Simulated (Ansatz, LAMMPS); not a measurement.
# Glassy 62SiO2-19Al2O3-19CaO (mol %) (118 atoms) under strain: runs compared

How stiff is glassy 62SiO2-19Al2O3-19CaO (mol %) (118 atoms), and how do its levels respond to strain?

Computed with Ansatz 0.2.0: Kohn-Sham DFT, PBEsol, PAW (set soft_2), plane waves.

### Step 1. The cell as built

The cell holds 118 atoms: 23 Si, 14 Al, 7 Ca and 74 O. Cell: a = 11.518 Å, b = 11.518 Å, c = 11.518 Å, α = 90.0°, β = 90.0°, γ = 90.0°. 118 atoms (23 Si, 14 Al, 7 Ca, 74 O) placed at random at 2.57 g/cm³, melted at 4000 K for 10 ps at fixed volume with the Morse and Coulomb pair potential with partial charges (Pedone, Malavasi, Menziani, Cormack and Segre, J. Phys. Chem. B 110, 11780 (2006)). Quenched from 4000 K to 300 K at 50 K/ps and fixed volume, held 10 ps at zero pressure, then minimised at fixed cell.

What the set-up can't give: The quench rate of 50 K/ps is many orders above laboratory rates, so the cell is likely richer in defects and strain than a real sample. The starting topology of bonds comes from the classical model, and needn't be the one that DFT or experiment would give. The Brillouin zone is sampled at Γ only.

### Step 2. The reference run

The reference is a single point at the end of the relaxation.

Every strained cell starts from the geometry of this run, and its atoms are relaxed with the cell held.

Its input, with most atom lines left out:

```yaml
crystal:
  lattice:
    - [11.58625, 0.02038, 0.03795]
    - [0.02038, 11.40431, -0.24351]
    - [0.03795, -0.24351, 11.61409]
  atoms:
    - { symbol: Si, position: [0.03941, 0.31526, 0.93988] }
    - { symbol: Si, position: [0.66642, 0.69582, 0.15574] }
    - { symbol: Si, position: [0.6037, 0.96653, 0.66667] }
    - { symbol: Si, position: [0.29251, 0.23393, 0.95247] }
    - { symbol: Si, position: [0.34454, 0.64178, 0.38349] }
    - { symbol: Si, position: [0.70556, 0.62131, 0.50738] }
    - { symbol: Si, position: [0.77007, 0.69798, 0.91077] }
    [... atom lines 8 to 118 left out ...]
kpoints:
  mp_grid: { grid: [1, 1, 1] }
hamiltonian:
  xc: pbesol
scf:
  occupations: { method: gaussian, width: 0.05 }
output:
  forces: true
  stress: true
  populations: true
  dos:
    method: { smearing: { sigma: 0.15 } }
    de: 0.1
    projected: { site_lists: { Al: [Al], Ca: [Ca], O: [O], Si: [Si] } }
  eigenvalues: true
  write_density: true
  write_potential: true
  volumetric_format: npy
  elf: true
```

```
free energy per atom   : -642.7629 eV/atom
r.m.s. force component : 0.00406 eV/Å
pressure               : 0.0002438 GPa
```

Filled and empty levels are parted by 3.33 eV (at Γ alone); a semilocal functional tends to put such gaps too low. In a disordered cell it changes from sample to sample, and tail or defect levels can set it.

### Step 3. The runs

Each row is one run, on 4 threads of Intel Xeon Platinum 8375C at 2.90GHz (Ice Lake), shared host. The free energy is the program's total, comparable only between runs with the same functional, potentials and atoms.

```tsv
run	atoms	outcome	ionic steps, all passes	free energy (eV)	time	host memory (GiB)
Single point at the start	118	converged	-	-75841.010	13 s	2.4
Cell and atoms relaxed	118	converged	17	-75846.025	3.1 min	2.4
Single point at the relaxed geometry	118	converged	-	-75846.025	21 s	2.4
Volume -3 %	118	converged	8	-75845.753	1.8 min	2.4
Volume +3 %	118	converged	8	-75845.774	1.8 min	2.5
Volume -6 %	118	converged	10	-75844.879	2.1 min	2.3
Volume +6 %	118	converged	11	-75845.065	2.6 min	2.5
Volume -10 %	118	converged	13	-75842.688	2.6 min	2.2
Stretched by 1 % along x	118	converged	7	-75845.976	91 s	2.4
Compressed by 1 % along x	118	converged	5	-75845.961	62 s	2.4
Sheared by 2 % in xy	118	converged	5	-75845.946	66 s	2.4
```

In some runs the program notes that the SCF threshold is loose for the stress.

### Step 4. Pressure against volume

Atoms are relaxed at each volume, in the scaled cell.

```tsv
volume change (%)	volume (Å³/atom)	energy change (meV/atom)	pressure (GPa)	largest move on relaxing (Å)	bonds	gap (eV)
-10	11.699	28.28	7.33	0.51	195	3.65
-6	12.219	9.72	4.15	0.26	194	3.51
-3	12.609	2.31	1.93	0.15	192	3.42
+0	12.999	0.00	0.00	-	189	3.33
+3	13.389	2.13	-1.73	0.12	187	3.25
+6	13.779	8.14	-3.22	0.25	186	3.19
```

### Step 5. Uniaxial strain and shear

Stress (GPa, compression positive) less that of the relaxed cell, atoms relaxed:

```tsv
strain	xx	yy	zz	xy	energy change (meV/atom)
stretched by 1 % along x	-1.020	-0.417	-0.317	-0.027	0.42
compressed by 1 % along x	1.182	0.519	0.376	0.032	0.55
sheared by 2 % in xy	-0.052	-0.087	0.005	-0.862	0.67
```

### Step 6. Outcome

The bulk modulus, from the slope of pressure against ln V over the three points nearest the relaxed volume, is 60.9 GPa; a quadratic over all points gives a pressure derivative of about 2.8. The count of bonds runs from 186 to 195 over the series, so at some points contacts cross the cutoffs. At -10 % some atom moved by over 0.5 Å on relaxing, so that point may sit in another local minimum. The gap goes from 3.65 eV at the smallest volume to 3.19 eV at the largest, -2.8 eV per unit of ln V by a straight line, on the run's k-points. In the Cartesian axes of the cell, finite differences give C11 = 110, C12 = 46.8, C13 = 34.7 and C66 = 43.1 GPa (the shear of 2 % is the engineering strain, εxy = 0.01). The mean of C11, C12 and C13, which equals the bulk modulus in a cubic or isotropic solid, is 63.9 GPa: it agrees with the bulk modulus within 10 %. For an isotropic solid C66 would equal (C11 − C12)/2 = 31.6 GPa; so small a sample needn't be isotropic, and C66 rests on one shear. The two differ too much for isotropic moduli to be formed.

Caveats: Strains are finite and relaxations stop at the force tolerance of the input, which can leave moduli too stiff; they are those of a static cell at zero temperature. Volumes are changed with the cell's shape held, so in an anisotropic solid the modulus lies over the one under free hydrostatic load. The program notes that the SCF threshold of the relaxations is loose for the stress.

The DFT runs together took 18 min of wall time.

[Logs are printed without paths, hosts, clocks, repeated set-up lines and the standing remarks that a program may print on its own settings, such as how far it seeks lower states.]

[Hosts, paths, dates, database ids (printed as entryN), source tags and the programs' standing remarks are cut or masked in the printed files.]
